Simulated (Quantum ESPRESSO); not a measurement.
**Core-hole calculation of the B K edge in BN (P6_3/mmc)**

Aim: the near-edge shape at the B K edge of BN (P6_3/mmc), and what the core hole does to it.

Calculated with Quantum ESPRESSO 7.5; X-ray absorption near-edge structure, plane-wave PAW LDA, one-electron final states by a Lanczos continued fraction.

An experiment to compare with: “Outstanding Thermal Conductivity of Single Atomic Layer Isotope-Modified Boron Nitride” (2020, arxiv:2008.00443). The in-plane thermal conductivity of suspended one- to three-layer hexagonal boron nitride enriched in boron-10 or boron-11 was measured near room temperature by the optothermal Raman technique. Raman, X-ray absorption and electron diffraction were used to characterise the exfoliated sheets and their parent crystals. It reports B K-edge features by NEXAFS at 55 deg incidence on isotopically pure and natural BN, same position in all; the values are set beside the results at the end.

Most raw output is cut from this account.

The database entry behind the starting cell differs from later determinations by our own check (about 0.3 % short, minor phase), so it need not match the best structure at ambient conditions.

## (1) Starting point

The structure is hexagonal, space group P6_3/mmc (No. 194). Conventional cell: a = 2.498 Å, b = 2.498 Å, c = 6.636 Å, α = 90.00°, β = 90.00°, γ = 120.00°. Nearest to N lie 3 B at 1.44 Å. B has 3 N at 1.44 Å nearest. Farther neighbours and most contacts between anions are not listed.

## (2) The field without a hole

The ground state comes first: it tells whether the system has a gap, which decides how the excited electron is treated.

The input, scf.in:

```
&control
   calculation='scf', prefix='x', pseudo_dir='../pp', outdir='tmp', tprnfor=.true.
/
&system
   ibrav=0, nat=4, ntyp=3, nbnd=12
   ecutwfc=57, ecutrho=370
   occupations='smearing', smearing='mv', degauss=0.015
/
&electrons
   conv_thr=4.0e-08, electron_maxstep=120
   mixing_beta=0.5
/
ATOMIC_SPECIES
N 1.0 N.lda-n-kjpaw.UPF
B3 1.0 B.lda-n-kjpaw.UPF
B 1.0 B.lda-n-kjpaw.UPF
CELL_PARAMETERS angstrom
  2.49824000 0.00000000 0.00000000
  -1.24912000 2.16353930 0.00000000
  0.00000000 0.00000000 6.63570000
ATOMIC_POSITIONS crystal
N    0.66666667 0.33333333 0.25000000
N    0.33333333 0.66666667 0.75000000
B3   0.66666667 0.33333333 0.75000000
B    0.33333333 0.66666667 0.25000000
K_POINTS automatic
12 12 4 0 0 0
```

The input, N.lda-n-kjpaw.ld1.in:

```
&input
   title='N', zed=7., rel=1, iswitch=3, dft='PZ',
   config='[He] 2s2 2p3'
/
&inputp
   file_pseudopw='N.lda-n-kjpaw.UPF', author='',
   lpaw=.true.,
   pseudotype=3,
   lloc=-1,
   rcloc=1.2,
   which_augfun='PSQ',
   rmatch_augfun_nc=.true.,
   nlcc=.true.,
   new_core_ps=.true.,
   rcore=0.7,
   tm=.true.,
   lgipaw_reconstruction=.true., use_paw_as_gipaw=.true.
/
4
2S  1  0  2.00  0.00  1.00  1.30  0.0
2S  1  0  0.00  2.00  1.00  1.30  0.0
2P  2  1  3.00  0.00  0.90  1.35  0.0
2P  2  1  0.00  0.05  0.90  1.35  0.0
```

The input, B.lda-n-kjpaw.ld1.in:

```
&input
   title='B', zed=5., rel=1, iswitch=3, dft='PZ',
   config='[He] 2s2 2p1'
/
&inputp
   file_pseudopw='B.lda-n-kjpaw.UPF', author='',
   lpaw=.true.,
   pseudotype=3,
   lloc=-1,
   rcloc=1.2,
   which_augfun='PSQ',
   rmatch_augfun_nc=.true.,
   nlcc=.true.,
   new_core_ps=.true.,
   rcore=0.9,
   tm=.true.,
   lgipaw_reconstruction=.true., use_paw_as_gipaw=.true.
/
4
2S  1  0  2.00  0.00  1.00  1.20  0.0
2S  1  0  0.00  3.00  1.00  1.20  0.0
2P  2  1  1.00  0.00  1.00  1.40  0.0
2P  2  1  0.00  1.50  1.00  1.40  0.0
```

The run is started by

```
OMP_NUM_THREADS=1 mpirun --oversubscribe --bind-to none -np 8 pw.x -nk 8 -in scf.in > scf.out
```

Elapsed: 3 s, on 8 MPI ranks of Arm Neoverse V2, shared host; peak memory 0.06 GiB; 23 s of CPU time.

Absorbing atoms carry a label of their own (element plus a letter or digit), as the spectrum program needs them as separate species.

The mesh shows a gap of 4.10 eV, so the hole is first treated in a charged cell, without the excited electron.

## (3) Spectrum without a core hole, B atom 3

Without a hole the spectrum is the empty density of states of the right symmetry on the absorber, weighted by matrix elements. It needs only the small cell and serves as the baseline.

The absorber has 3 N at 1.44 Å (trigonal planar, site symmetry -6m2).

The input, xspectra.in:

```
&input_xspectra
   calculation='xanes_dipole', edge='K'
   prefix='x', outdir='tmp', xiabs=2, xe0=6.5363
   xonly_plot=.false., x_save_file='xanes.sav'
   xniter=3000, xcheck_conv=20, xerror=0.005
   xcoordcrys=.false., xepsilon(1)=1, xepsilon(2)=0, xepsilon(3)=0
/
&plot
   xnepoint=413, xemin=-10, xemax=45, terminator=.true., cut_occ_states=.true.
   xgamma=0.4
/
&pseudos
   filecore='../B.wfc'
/
&cut_occ
   cut_desmooth=0.1, cut_stepl=0.05, cut_stepu=0.05, cut_ierror=1e-5
/
10 10 4 0 0 0
```

The run is started by

```
OMP_NUM_THREADS=1 mpirun --oversubscribe --bind-to none -np 8 xspectra.x -nk 8 -in xspectra.in > xspectra.out
```

It took 19 s on 8 MPI ranks; peak memory 0.07 GiB.

The B K spectrum, B atom 3, no core hole (energy from the lowest empty level; intensity scaled to a mean of 1 over the first 20 eV; the points at xe0, where the cut of filled states can leave a spike, are interpolated; polarised curves are means over the symmetry-equivalent atoms):

```csv
E (eV),isotropic,ε ⊥ c,ε ∥ c
-2.0,0.06,0.02,0.14
-1.0,0.11,0.02,0.30
0.0,0.47,0.02,1.35
1.0,1.09,0.03,3.21
2.0,0.76,0.04,2.19
3.0,0.61,0.06,1.71
4.0,0.37,0.09,0.93
5.0,0.48,0.18,1.08
6.0,0.62,0.50,0.86
7.0,1.30,1.36,1.17
8.0,1.62,1.73,1.40
9.0,1.14,1.06,1.32
10.0,0.92,0.91,0.93
11.0,1.48,1.53,1.39
12.0,1.11,0.94,1.44
13.0,1.12,1.33,0.72
14.0,1.18,1.33,0.87
15.0,1.00,1.18,0.63
16.0,1.39,1.74,0.68
17.0,1.40,1.80,0.60
18.0,0.80,0.89,0.62
19.0,0.65,0.68,0.57
20.0,0.58,0.64,0.48
21.0,0.88,1.05,0.54
22.0,1.41,1.83,0.57
23.0,2.32,3.16,0.66
24.0,1.69,2.29,0.51
25.0,1.57,2.07,0.58
26.0,1.08,1.36,0.54
27.0,0.62,0.67,0.53
28.0,0.52,0.34,0.88
29.0,0.63,0.37,1.14
30.0,0.50,0.28,0.94
31.0,0.72,0.32,1.54
32.0,0.69,0.35,1.39
```

Main maxima below 24 eV (height): 1.2 eV (1.12), 7.6 eV (1.75), 11.0 eV (1.49), 13.6 eV (1.47), 16.4 eV (1.59) and 23.2 eV (2.53). A K edge sees empty p states; at this planar three-fold site the curve for the electric vector normal to the plane peaks at 1.2 eV, where it is mainly π* that absorbs: that direction carries over 70 % of the weight there.

## (4) Another broadening

The final state's lifetime shortens with energy, so measured features broaden above the edge; the saved Lanczos coefficients are redrawn with a width that grows.

The input, xspectra_plot.in:

```
&input_xspectra
   calculation='xanes_dipole', edge='K'
   prefix='x', outdir='tmp', xiabs=2, xe0=6.5363
   xonly_plot=.true., x_save_file='xanes.sav'
   xniter=3000, xcheck_conv=20, xerror=0.005
   xcoordcrys=.false., xepsilon(1)=1, xepsilon(2)=0, xepsilon(3)=0
/
&plot
   xnepoint=413, xemin=-10, xemax=45, terminator=.true., cut_occ_states=.true.
   gamma_mode='variable', gamma_energy(1)=4, gamma_energy(2)=25, gamma_value(1)=0.3, gamma_value(2)=2.5
/
&pseudos
   filecore='../B.wfc'
/
&cut_occ
   cut_desmooth=0.1, cut_stepl=0.05, cut_stepu=0.05, cut_ierror=1e-5
/
10 10 4 0 0 0
```

The run is started by

```
OMP_NUM_THREADS=1 xspectra.x -in xspectra_plot.in > xspectra_plot.out
```

Elapsed: 6.8 s, on 1 MPI rank; peak memory 0.05 GiB.

With a Lorentzian half width 0.3 eV up to 4 eV, rising linearly to 2.5 eV at 25 eV (counted from xe0, 2.1 eV below the zero used here), the maxima are 1.2 eV (1.24), 7.7 eV (1.40), 11.0 eV (1.20), 16.0 eV (1.14) and 23.5 eV (1.29).

## (5) Reference energy of the supercell

The photon energy needs a difference of total energies, so the cell and mesh of the coming hole run are first run without a hole.

The input, scf.in:

```
&control
   calculation='scf', prefix='x', pseudo_dir='../pp', outdir='tmp', tprnfor=.true.
/
&system
   ibrav=0, nat=16, ntyp=2, nbnd=36
   ecutwfc=57, ecutrho=370
   occupations='fixed'
/
&electrons
   conv_thr=1.6e-07, electron_maxstep=120
   mixing_beta=0.5
/
ATOMIC_SPECIES
N 1.0 N.lda-n-kjpaw.UPF
B 1.0 B.lda-n-kjpaw.UPF
CELL_PARAMETERS angstrom
  4.99648000 0.00000000 0.00000000
  -2.49824000 4.32707861 0.00000000
  0.00000000 0.00000000 6.63570000
ATOMIC_POSITIONS crystal
N    0.33333333 0.16666667 0.25000000
N    0.33333333 0.66666667 0.25000000
N    0.83333333 0.16666667 0.25000000
N    0.83333333 0.66666667 0.25000000
N    0.16666667 0.33333333 0.75000000
N    0.16666667 0.83333333 0.75000000
N    0.66666667 0.33333333 0.75000000
N    0.66666667 0.83333333 0.75000000
B    0.33333333 0.16666667 0.75000000
B    0.33333333 0.66666667 0.75000000
B    0.83333333 0.16666667 0.75000000
B    0.83333333 0.66666667 0.75000000
B    0.16666667 0.33333333 0.25000000
B    0.16666667 0.83333333 0.25000000
B    0.66666667 0.33333333 0.25000000
B    0.66666667 0.83333333 0.25000000
K_POINTS automatic
4 4 3 0 0 0
```

The run is started by

```
OMP_NUM_THREADS=1 mpirun --oversubscribe --bind-to none -np 8 pw.x -nk 8 -in scf.in > scf.out
```

Elapsed: 10 s, on 8 MPI ranks; peak memory 0.15 GiB.

Reference energy: -17221.710 eV with the cores included.

## (6) The atom with a core hole

The final state has one core electron fewer, so a PAW data set is made for an atom with that hole.

The input, B.lda-n-kjpaw-1sch.ld1.in:

```
&input
   title='B', zed=5., rel=1, iswitch=3, dft='PZ',
   config='1s1 2s2 2p1'
/
&inputp
   file_pseudopw='B.lda-n-kjpaw-1sch.UPF', author='',
   lpaw=.true.,
   pseudotype=3,
   lloc=-1,
   rcloc=1.2,
   which_augfun='PSQ',
   rmatch_augfun_nc=.true.,
   nlcc=.true.,
   new_core_ps=.true.,
   rcore=0.9,
   tm=.true.,
   zval=4,
   lgipaw_reconstruction=.true., use_paw_as_gipaw=.true.
/
4
2S  1  0  2.00  0.00  1.00  1.20  0.0
2S  1  0  0.00  3.00  1.00  1.20  0.0
2P  2  1  1.00  0.00  1.00  1.40  0.0
2P  2  1  0.00  1.50  1.00  1.40  0.0
```

The run is started by

```
ld1.x < B.lda-n-kjpaw-1sch.ld1.in > B.lda-n-kjpaw-1sch.ld1.out
```

It took 0.62 s on 1 MPI rank; peak memory 0.12 GiB.

## (7) Supercell with FCH, B atom 3

The holes are 5.0 Å apart. The excited electron is left out and a uniform background balances the charge.

Changes to scf.in since step 5:

```diff
@@ -4,5 +4,6 @@
 &system
-   ibrav=0, nat=16, ntyp=2, nbnd=36
+   ibrav=0, nat=16, ntyp=3, nbnd=36
    ecutwfc=57, ecutrho=370
    occupations='fixed'
+   tot_charge=1
 /
@@ -14,2 +15,3 @@
 N 1.0 N.lda-n-kjpaw.UPF
+B0 1.0 B.lda-n-kjpaw-1sch.UPF
 B 1.0 B.lda-n-kjpaw.UPF
@@ -28,3 +30,3 @@
 N    0.66666667 0.83333333 0.75000000
-B    0.33333333 0.16666667 0.75000000
+B0   0.33333333 0.16666667 0.75000000
 B    0.33333333 0.66666667 0.75000000
```

The run is started by

```
OMP_NUM_THREADS=1 mpirun --oversubscribe --bind-to none -np 8 pw.x -nk 8 -in scf.in > scf.out
```

It took 6.2 s on 8 MPI ranks; peak memory 0.14 GiB.

Energy with the hole: -17035.471 eV, cores included.

## (8) Spectrum with FCH, B atom 3

The Lanczos recursion gives the spectrum without computing empty bands; each polarisation needs a run of its own on the full k mesh. xe0 is set between filled and empty states, and states below it are cut. The file of filecore holds the core orbital, taken from the hole-free data set.

Changes to xspectra.in since step 3:

```diff
@@ -2,3 +2,3 @@
    calculation='xanes_dipole', edge='K'
-   prefix='x', outdir='tmp', xiabs=2, xe0=6.5363
+   prefix='x', outdir='tmp', xiabs=2, xe0=5.6309
    xonly_plot=.false., x_save_file='xanes.sav'
@@ -17,2 +17,2 @@
 /
-10 10 4 0 0 0
+5 5 4 0 0 0
```

xspectra_1.in, as its differences from xspectra.in of step 8:

```diff
@@ -5,3 +5,3 @@
    xniter=3000, xcheck_conv=20, xerror=0.005
-   xcoordcrys=.false., xepsilon(1)=1, xepsilon(2)=0, xepsilon(3)=0
+   xcoordcrys=.false., xepsilon(1)=0, xepsilon(2)=0, xepsilon(3)=1
 /
```

The run is started by

```
OMP_NUM_THREADS=1 mpirun --oversubscribe --bind-to none -np 8 xspectra.x -nk 8 -in xspectra.in > xspectra.out
```

Wall time 67 s (8 MPI ranks); peak memory 0.12 GiB.

The B K spectrum, B atom 3, full core hole (charged cell) (energy from the lowest empty level; intensity scaled to a mean of 1 over the first 20 eV; the points at xe0, where the cut of filled states can leave a spike, are interpolated; polarised curves are means over the symmetry-equivalent atoms):

```csv
E (eV),isotropic,ε ⊥ c,ε ∥ c
-2.0,0.09,0.02,0.22
-1.4,0.13,0.03,0.35
-0.8,0.25,0.03,0.68
-0.2,0.71,0.03,2.06
0.4,1.84,0.04,5.45
1.0,2.33,0.05,6.90
1.6,0.75,0.06,2.12
2.2,0.32,0.07,0.83
2.8,0.25,0.09,0.57
3.4,0.34,0.12,0.77
4.0,0.40,0.19,0.83
4.6,0.40,0.34,0.51
5.2,0.64,0.72,0.49
5.8,1.26,1.69,0.40
6.4,1.70,2.38,0.33
7.0,2.19,3.06,0.44
7.6,1.52,2.05,0.45
8.2,1.45,1.87,0.61
8.8,2.09,2.66,0.95
9.4,1.84,2.25,1.03
10.0,1.13,1.27,0.86
10.6,1.02,1.21,0.65
11.2,1.06,1.34,0.50
11.8,0.85,0.97,0.63
12.4,0.84,0.93,0.64
13.0,0.97,1.13,0.64
13.6,0.94,1.14,0.54
14.2,0.80,0.92,0.57
14.8,0.76,0.86,0.56
15.4,0.94,1.18,0.45
16.0,1.19,1.57,0.42
16.6,0.90,1.10,0.51
17.2,0.80,0.94,0.51
17.8,0.62,0.73,0.38
18.4,0.39,0.42,0.33
19.0,0.36,0.35,0.39
19.6,0.41,0.38,0.46
20.2,0.47,0.46,0.49
20.8,0.70,0.79,0.52
21.4,0.91,1.17,0.40
22.0,1.06,1.40,0.37
22.6,1.30,1.76,0.39
23.2,1.29,1.74,0.39
23.8,0.98,1.29,0.36
24.4,0.75,0.87,0.50
25.0,0.67,0.61,0.78
25.6,0.45,0.38,0.58
26.2,0.36,0.33,0.43
26.8,0.38,0.39,0.37
27.4,0.37,0.35,0.40
28.0,0.31,0.21,0.51
28.6,0.28,0.15,0.54
29.2,0.28,0.14,0.56
29.8,0.34,0.13,0.75
30.4,0.33,0.10,0.78
31.0,0.33,0.11,0.77
31.6,0.38,0.14,0.87
```

Main maxima below 24 eV (height): 0.9 eV (2.52), 7.0 eV (2.21), 8.9 eV (2.13), 10.9 eV (1.11), 16.0 eV (1.20) and 22.9 eV (1.38). A K edge sees empty p states; at this planar three-fold site the curve for the electric vector normal to the plane peaks at 0.9 eV, where it is mainly π* that absorbs: that direction carries over 70 % of the weight there.

The hole costs E(hole) − E(ground) = 186.24 eV, and the lowest empty level of the hole cell lies at 5.96 eV, which puts the zero at 192.20 eV. One term is added: -5.56 eV, since the hole is spin-paired here and a spin-polarised one costs that much less in the free atom (computed apart). The photon energy is then 186.64 eV. The functional and the charged cell's background leave an error in such absolute values: in the free atom LDA prices this hole 2.2 eV below PBE (computed apart), and PBE is itself good to a few eV.

## (9) Another broadening

Changes to xspectra_plot.in since step 4:

```diff
@@ -2,3 +2,3 @@
    calculation='xanes_dipole', edge='K'
-   prefix='x', outdir='tmp', xiabs=2, xe0=6.5363
+   prefix='x', outdir='tmp', xiabs=2, xe0=5.6309
    xonly_plot=.true., x_save_file='xanes.sav'
@@ -17,2 +17,2 @@
 /
-10 10 4 0 0 0
+5 5 4 0 0 0
```

The run is started by

```
OMP_NUM_THREADS=1 xspectra.x -in xspectra_plot.in > xspectra_plot.out
```

Wall time 3 s (1 MPI rank); peak memory 0.05 GiB.

With a Lorentzian half width 0.3 eV up to 4 eV, rising linearly to 2.5 eV at 25 eV (counted from xe0, 0.3 eV below the zero used here), the maxima are 0.9 eV (3.02), 7.0 eV (1.85), 8.9 eV (1.68) and 22.5 eV (0.80).

## (10) Spectrum with FCH, other settings, B atom 3

Another set-up is tried: k mesh from sound to 1×1×1.

Changes to xspectra.in since step 8:

```diff
@@ -17,2 +17,2 @@
 /
-5 5 4 0 0 0
+1 1 1 0 0 0
```

The run is started by

```
OMP_NUM_THREADS=1 mpirun --oversubscribe --bind-to none -np 8 xspectra.x -in xspectra.in > xspectra.out
```

It took 2.3 s on 8 MPI ranks; peak memory 0.06 GiB.

The run finished. A setting was moved off its sound value on purpose, so it serves as a test and not as the result.

The fault put into the input: the spectrum is summed over the zone centre alone.

Against the first run the r.m.s. difference is 93 %. Another feature, at 6.5 eV (4.00), becomes the highest below 16 eV; the one at 0.9 eV (2.52) is now at 0.1 eV (3.18).

```csv
E (eV),first run,this run
-2.0,0.09,0.13
-0.5,0.45,1.47
1.0,2.33,0.52
2.5,0.26,0.15
4.0,0.40,0.23
5.5,0.90,0.70
7.0,2.19,1.61
8.5,1.75,1.07
10.0,1.13,0.40
11.5,0.92,0.55
13.0,0.97,0.82
14.5,0.81,0.44
16.0,1.19,1.47
17.5,0.74,1.41
19.0,0.36,0.36
20.5,0.58,0.80
22.0,1.06,0.20
23.5,1.12,0.94
25.0,0.67,0.50
26.5,0.37,0.43
28.0,0.31,0.16
29.5,0.31,0.07
31.0,0.33,0.15
```

## (11) Supercell with XCH, B atom 3

The holes are 5.0 Å apart. The excited electron is kept in the cell, where it fills the lowest empty states and screens the hole.

Changed against the first core-hole run: core hole to XCH.

Changes to scf.in since step 7:

```diff
@@ -4,6 +4,5 @@
 &system
-   ibrav=0, nat=16, ntyp=3, nbnd=36
+   ibrav=0, nat=16, ntyp=3, nbnd=40
    ecutwfc=57, ecutrho=370
-   occupations='fixed'
-   tot_charge=1
+   occupations='smearing', smearing='gaussian', degauss=0.003
 /
```

The run is started by

```
OMP_NUM_THREADS=1 mpirun --oversubscribe --bind-to none -np 8 pw.x -nk 8 -in scf.in > scf.out
```

Run time: 6.4 s. Hardware: 8 MPI ranks; peak memory 0.14 GiB.

Energy with the hole: -17028.336 eV, cores included.

## (12) Spectrum with XCH, B atom 3

Changed against the first core-hole run: core hole to XCH.

Changes to xspectra.in since step 10:

```diff
@@ -2,3 +2,3 @@
    calculation='xanes_dipole', edge='K'
-   prefix='x', outdir='tmp', xiabs=2, xe0=5.6309
+   prefix='x', outdir='tmp', xiabs=2, xe0=5.8287
    xonly_plot=.false., x_save_file='xanes.sav'
@@ -17,2 +17,2 @@
 /
-1 1 1 0 0 0
+5 5 4 0 0 0
```

The run is started by

```
OMP_NUM_THREADS=1 mpirun --oversubscribe --bind-to none -np 8 xspectra.x -nk 8 -in xspectra.in > xspectra.out
```

Wall time 71 s (8 MPI ranks); peak memory 0.12 GiB; 9.4 min of CPU time.

```csv
E (eV),first run,this run
-2.0,0.09,0.08
-1.0,0.20,0.17
0.0,0.92,0.76
1.0,2.33,2.11
2.0,0.40,0.46
3.0,0.26,0.41
4.0,0.40,0.38
5.0,0.53,0.45
6.0,1.46,1.06
7.0,2.19,2.13
8.0,1.37,1.51
9.0,2.11,1.83
10.0,1.13,1.19
11.0,1.11,1.20
12.0,0.84,1.11
13.0,0.97,0.90
14.0,0.79,0.80
15.0,0.81,0.89
16.0,1.19,1.09
17.0,0.84,1.02
18.0,0.51,0.56
19.0,0.36,0.39
20.0,0.43,0.51
21.0,0.77,0.64
22.0,1.06,1.15
23.0,1.37,1.44
24.0,0.90,0.97
25.0,0.67,0.48
26.0,0.37,0.52
27.0,0.38,0.40
28.0,0.31,0.31
29.0,0.28,0.37
30.0,0.34,0.39
31.0,0.33,0.33
32.0,0.35,0.47
```

Against the first run the r.m.s. difference is 13 %. The highest intensity below 16 eV goes from 0.9 eV (2.52) to 0.9 eV (2.25).

The photon energy of the zero moves by +1.18 eV.

(Continued in part 2 of 2.)

[Logs are printed without paths, hosts, clocks, repeated set-up lines and the standing remarks that a program may print on its own settings, such as how far it seeks lower states.]

[Hosts, paths, dates, database ids (printed as entryN), source tags and the programs' standing remarks are cut or masked in the printed files.]

[Lists of maxima count a maximum above −3 eV only where it reaches 4 % of the highest in the window and stands out from its surroundings by 2 % of it (1.5 % where it reaches 55 %); shoulders and weaker maxima are passed over, and of the rest the first, up to two pre-edge ones and the few strongest are named.]
